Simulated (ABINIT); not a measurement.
## A GW chain in ABINIT: CsSrF3 (Pm-3m)

Wanted: ground state, empty states, screening and self-energy for CsSrF3 (Pm-3m).

Method: PBEsol and many-body steps on it, plane waves, in ABINIT 10.8.3.

**1. Set-up**

It takes space group Pm-3m (No. 221, cubic). The conventional cell has a = 4.763 Å, b = 4.763 Å, c = 4.763 Å, α = 90.00°, β = 90.00°, γ = 90.00°. Cs has 12 F at 3.37 Å nearest. Nearest to Sr lie 6 F at 2.38 Å. F has 2 Sr at 2.38 Å and 4 Cs at 3.37 Å nearest. Farther neighbours and most contacts between anions are not listed.

The cell and positions are those that the Materials Project relaxed with its own functionals (PBE, PBE+U or r2SCAN), kept fixed.

**2. Ground state**

This step: ABINIT 10.8.3; DFT, PBEsol with spin-orbit coupling, plane waves, norm-conserving pseudopotentials.

The ground-state density comes first.

Input file run.abi:

```
acell 3*1.0 Angstrom
rprim 
  4.763247010000 0.000000000000 0.000000000000
  0.000000000000 4.763247010000 0.000000000000
  0.000000000000 0.000000000000 4.763247010000
ntypat 3
znucl 55 38 9
natom 5
typat 1 2 3 3 3
xred 
  0.000000000000 0.000000000000 0.000000000000
  0.500000000000 0.500000000000 0.500000000000
  0.000000000000 0.500000000000 0.500000000000
  0.500000000000 0.000000000000 0.500000000000
  0.500000000000 0.500000000000 0.000000000000
pp_dirpath "pseudos"
pseudos "Cs.upf, Sr.upf, F.upf"
ecut 36
nspinor 2
ngkpt 4 4 4
nshiftk 1
shiftk 0 0 0
kptopt 1
chksymbreak 0
nband 52
occopt 1
tolvrs 1e-10
nstep 60
prtwf 0
optforces 0
optstress 0
indata_prefix "in"
outdata_prefix "out"
tmpdata_prefix "tmp"
```

The run is started by

```
$ OMP_NUM_THREADS=1 mpirun -n 4 abinit run.abi > log
```

Numbers of over 12 decimals in the logs are rounded to 6 here.

The program printed:

```text
.Version 10.8.3 of ABINIT. v10.8.2 released Aug 2026.

 Symmetries : space group Pm -3 m (#221); Bravais cP (primitive cubic)
================================================================================
 Values of the parameters that define the memory need of the present run
     intxc =       0    ionmov =       0      iscf =       7    lmnmax =      24
     lnmax =      24     mgfft =      50  mpssoang =       7    mqgrid =    3001
     natom =       5  nloc_mem =       1    nspden =       1   nspinor =       2
    nsppol =       1      nsym =      48    n1xccc =    2501    ntypat =       3
    occopt =       1   xclevel =       2
-    mband =          52        mffmem =           1         mkmem =           3
       mpw =        7568          nfft =      125000          nkpt =          10
================================================================================
  Rough estimation (10% accuracy) of disk space for files :
================================================================================

--------------------------------------------------------------------------------
------------- Echo of variables that govern the present computation ------------
--------------------------------------------------------------------------------
 -outvars: echo values of preprocessed input variables --------
            acell      1.8897261259E+00  1.8897261259E+00  1.8897261259E+00 Bohr

      chksymbreak           0
             ecut      3.60000000E+01 Hartree
-          fftalg         312

              ixc     -116133
              kpt      0.00000000E+00  0.00000000E+00  0.00000000E+00
                       2.50000000E-01  0.00000000E+00  0.00000000E+00
                       5.00000000E-01  0.00000000E+00  0.00000000E+00
                       2.50000000E-01  2.50000000E-01  0.00000000E+00
                       5.00000000E-01  2.50000000E-01  0.00000000E+00
                       5.00000000E-01  5.00000000E-01  0.00000000E+00
                       2.50000000E-01  2.50000000E-01  2.50000000E-01
                       5.00000000E-01  2.50000000E-01  2.50000000E-01
                       5.00000000E-01  5.00000000E-01  2.50000000E-01
                       5.00000000E-01  5.00000000E-01  5.00000000E-01
         kptrlatt        4    0    0      0    4    0      0    0    4
          kptrlen      3.60049293E+01
P           mkmem           3
            natom           5
            nband          52
            ngfft          50      50      50
             nkpt          10
          nspinor           2
            nstep          60
             nsym          48
           ntypat           3
              occ      1.000000  1.000000  1.000000  1.000000  1.000000  1.000000
                       1.000000  1.000000  1.000000  1.000000  1.000000  1.000000
                       1.000000  1.000000  1.000000  1.000000  1.000000  1.000000
                       1.000000  1.000000  1.000000  1.000000  1.000000  1.000000
                       1.000000  1.000000  1.000000  1.000000  1.000000  1.000000
                       1.000000  1.000000  1.000000  1.000000  1.000000  1.000000
                       1.000000  1.000000  1.000000  1.000000  0.000000  0.000000
                       0.000000  0.000000  0.000000  0.000000  0.000000  0.000000
                       0.000000  0.000000  0.000000  0.000000
        optforces           0
        optstress           0
            prtwf           0
            rprim      4.7632470100E+00  0.0000000000E+00  0.0000000000E+00
                       0.0000000000E+00  4.7632470100E+00  0.0000000000E+00
[...]
spgroup         221

           tolvrs      1.00000000E-10

             xred      0.0000000000E+00  0.0000000000E+00  0.0000000000E+00
[...]
znucl       55.00000   38.00000    9.00000

================================================================================

 chkinp: Checking input parameters for consistency.

================================================================================
== DATASET  1 ==================================================================
-   mpi_nproc: 4, omp_nthreads: 1 (-1 if OMP is not activated)

--- !DatasetInfo
iteration_state: {dtset: 1, }
dimensions: {natom: 5, nkpt: 10, mband: 52, nsppol: 1, nspinor: 2, nspden: 1, mpw: 7568, }
cutoff_energies: {ecut:  36.0, pawecutdg:  -1.0, }
electrons: {nelect:   4.00000000E+01, charge:   0.00000000E+00, occopt:   1.00000000E+00, tsmear:   1.00000000E-02, }

 Real(R)+Recip(G) space primitive vectors, cartesian coordinates (Bohr,Bohr^-1):
 R(1)=  9.0012323  0.0000000  0.0000000  G(1)=  0.1110959  0.0000000  0.0000000
 R(2)=  0.0000000  9.0012323  0.0000000  G(2)=  0.0000000  0.1110959  0.0000000
 R(3)=  0.0000000  0.0000000  9.0012323  G(3)=  0.0000000  0.0000000  0.1110959
 Unit cell volume ucvol=  7.2929949E+02 bohr^3
 Angles (23,13,12)=  9.00000000E+01  9.00000000E+01  9.00000000E+01 degrees

 getcut: wavevector=  0.0000  0.0000  0.0000  ngfft=  50  50  50
         ecut(hartree)=     36.000   => boxcut(ratio)=   2.05661

--- Pseudopotential description ------------------------------------------------
- Cs Generated using ONCVPSP code by D. R. Hamann
- 55.00000   9.00000  180509                  znucl, zion, pspdat
12 -116133 3 -1 2384                          pspcod,pspxc,lmax,lloc,mmax
[...]
--- l  ekb(1:nproj) -->
[...]
1    7.487387    1.686157    0.017026
             2    4.163176    0.969603    0.000705
  spin-orbit 1    0.855739   -0.352134    0.098972   -0.000031
  spin-orbit 2    0.159247   -0.017814    0.009107   -0.000188
 pspatm: atomic psp has been read  and splines computed

- F Generated using ONCVPSP code by D. R. Hamann
-  9.00000   7.00000  180509                  znucl, zion, pspdat
12 -116133 2 -1 832                           pspcod,pspxc,lmax,lloc,mmax
     nproj     2     2     2     0
     spin-orbit psp
        nprojso     3     2     0
  pspatm : epsatm=    4.90055724
         --- l  ekb(1:nproj) -->
[...]
spin-orbit 1    0.008172    0.003044   -0.000076
  spin-orbit 2   -0.008307    0.000210
 pspatm: atomic psp has been read  and splines computed

   1.97183268E+03                                ecore*ucvol(ha*bohr**3)
--------------------------------------------------------------------------------

_setup2: Arith. and geom. avg. npw (full set) are    7521.141    7521.132

================================================================================

--- !BeginCycle
iteration_state: {dtset: 1, }
solver: {iscf: 7, nstep: 60, nline: 4, wfoptalg: 0, }
tolerances: {tolvrs: 1.00E-10, }

     iter   Etot(hartree)      deltaE(h)  residm     vres2
 ETOT  1  -131.32495348827    -1.313E+02 1.486E-01 9.178E+02
 ETOT  2  -131.37940264572    -5.445E-02 2.618E-02 5.669E+02
 ETOT  3  -131.61822577213    -2.388E-01 7.056E-03 8.804E+01
 ETOT  4  -131.63197712494    -1.375E-02 1.094E-03 2.212E+00
 ETOT  5  -131.63207610039    -9.898E-05 5.175E-04 5.391E-01
 ETOT  6  -131.63216761711    -9.152E-05 1.011E-03 1.535E-02
 ETOT  7  -131.63216817612    -5.590E-07 1.810E-04 3.683E-04
 ETOT  8  -131.63216819269    -1.657E-08 4.102E-04 1.278E-05
 ETOT  9  -131.63216819499    -2.297E-09 5.270E-05 2.918E-07
 ETOT 10  -131.63216819506    -7.032E-11 1.151E-04 9.265E-09
 ETOT 11  -131.63216819506    -7.930E-12 1.407E-05 6.192E-10
 ETOT 12  -131.63216819507    -1.535E-12 3.022E-05 3.766E-11

 At SCF step   12       vres2   =  3.77E-11 < tolvrs=  1.00E-10 =>converged.

--- !ResultsGS
iteration_state: {dtset: 1, }
comment   : Summary of ground state results
lattice_vectors:
- [  9.0012323,   0.0000000,   0.0000000, ]
- [  0.0000000,   9.0012323,   0.0000000, ]
- [  0.0000000,   0.0000000,   9.0012323, ]
lattice_lengths: [   9.00123,    9.00123,    9.00123, ]
lattice_angles: [ 90.000,  90.000,  90.000, ] # degrees, (23, 13, 12)
lattice_volume:   7.2929949E+02
convergence: {deltae: -1.535E-12, res2:  3.766E-11, residm:  3.022E-05, diffor:  0.000E+00, }
etotal    :  -1.31632168E+02
entropy   :   0.00000000E+00
fermie    :   1.07701051E-02
cartesian_stress_tensor: null
pressure_GPa: null
xred      :
- [  0.0000E+00,   0.0000E+00,   0.0000E+00, Cs]
- [  5.0000E-01,   5.0000E-01,   5.0000E-01, Sr]
- [  0.0000E+00,   5.0000E-01,   5.0000E-01,  F]
- [  5.0000E-01,   0.0000E+00,   5.0000E-01,  F]
- [  5.0000E-01,   5.0000E-01,   0.0000E+00,  F]
cartesian_forces: null
force_length_stats: {min: null, max: null, mean: null, }

 Integrated electronic density in atomic spheres:
 ------------------------------------------------
 Atom  Sphere_radius  Integrated_density
[...]
================================================================================

 ----iterations are completed or convergence reached----

 Mean square residual over all n,k,spin=   15.389E-08; max=  30.220E-06
 reduced coordinates (array xred) for    5 atoms
       0.000000000000      0.000000000000      0.000000000000
       0.500000000000      0.500000000000      0.500000000000
       0.000000000000      0.500000000000      0.500000000000
       0.500000000000      0.000000000000      0.500000000000
       0.500000000000      0.500000000000      0.000000000000
 rms dE/dt=  0.0000E+00; max dE/dt=  0.0000E+00; dE/dt below (all hartree)
    1       0.000000000000      0.000000000000      0.000000000000
    2       0.000000000000      0.000000000000      0.000000000000
    3       0.000000000000      0.000000000000      0.000000000000
    4       0.000000000000      0.000000000000      0.000000000000
    5       0.000000000000      0.000000000000      0.000000000000

 cartesian coordinates (angstrom) at end:
    1      0.000000     0.000000     0.000000
    2      2.381624     2.381624     2.381624
    3      0.000000     2.381624     2.381624
    4      2.381624     0.000000     2.381624
    5      2.381624     2.381624     0.000000
 length scales=  1.889726125908  1.889726125908  1.889726125908 bohr
              =  1.000000000000  1.000000000000  1.000000000000 angstroms
 prteigrs : about to open file out_EIG
 Fermi (or HOMO) energy (hartree) =   0.01077   Average Vxc (hartree)=  -0.32562
 Eigenvalues (hartree) for nkpt=  10  k points:
 kpt#   1, nband= 52, wtk=  0.01563, kpt=  0.0000  0.0000  0.0000 (reduced coord)
  -1.08237   -1.08237   -0.68175   -0.68175   -0.67962   -0.67962   -0.67962   -0.67962
  -0.64485   -0.64485   -0.45927   -0.45927   -0.41954   -0.41954   -0.41954   -0.41954
  -0.20383   -0.20383   -0.14478   -0.14478   -0.14478   -0.14478   -0.00347   -0.00347
  -0.00292   -0.00292   -0.00292   -0.00292   -0.00171   -0.00171    0.00195    0.00195
   0.00195    0.00195    0.00646    0.00646    0.01077    0.01077    0.01077    0.01077
   0.23959    0.23959    0.29279    0.29279    0.29279    0.29279    0.32673    0.32673
   0.32673    0.32673    0.32838    0.32838
 prteigrs : prtvol=0 or 1, do not print more k-points.

--- !EnergyTerms
iteration_state     : {dtset: 1, }
comment             : Components of total free energy in Hartree
kinetic             :  6.28009762787020E+01
hartree             :  3.72460828371128E+01
xc                  : -3.15679775567603E+01
Ewald energy        : -8.36956558701010E+01
psp_core            :  2.70373515899425E+00
local_psp           : -1.19735294755274E+02
non_local_psp       :  6.15965712259969E-01
total_energy        : -1.31632168195066E+02
total_energy_eV     : -3.58189377115188E+03
band_energy         : -1.12383484028634E+01

== END DATASET(S) ==============================================================
================================================================================

 -outvars: echo values of variables after computation  --------
           etotal     -1.3163216820E+02
            nband          52
             nkpt          10
          spgroup         221
 [... the other variables as echoed above ...]

 Calculation completed.
```

Elapsed: 3.6 min, on 4 MPI ranks of Arm Neoverse V1, shared host; peak memory 0.52 GiB; 15 min of CPU time.

This step gave:

```
total energy               : -3581.8938 eV
gap                        : 6.227 eV
k of the valence top       : 0, 0, 0
k of the conduction bottom : 0, 0, 0
least direct gap           : 6.227 eV
```

The gap is direct, at Γ.

(Part 1 of 3 ends here.)

[Paths, hosts, dates, memory and timing lines, banners, echoed tables and standing remarks are left out of the program output.]

[Logs are printed without paths, hosts, clocks, repeated set-up lines and the standing remarks that a program may print on its own settings, such as how far it seeks lower states.]

[Runs of the session that timed out or met a known fault of the program may be left out.]

[Hosts, paths, dates, database ids (printed as entryN), source tags and the programs' standing remarks are cut or masked in the printed files.]

[G0W0 gaps are taken among the corrected bands and points alone; a level outside them can change the order at an edge.]

[Where Ansatz stands beside ABINIT at settings called matched, ABINIT's density can come from a denser mesh and the files from another edition; pairs whose starting gaps differed by over 0.03 eV were left out, so agreement reads better than it is.]
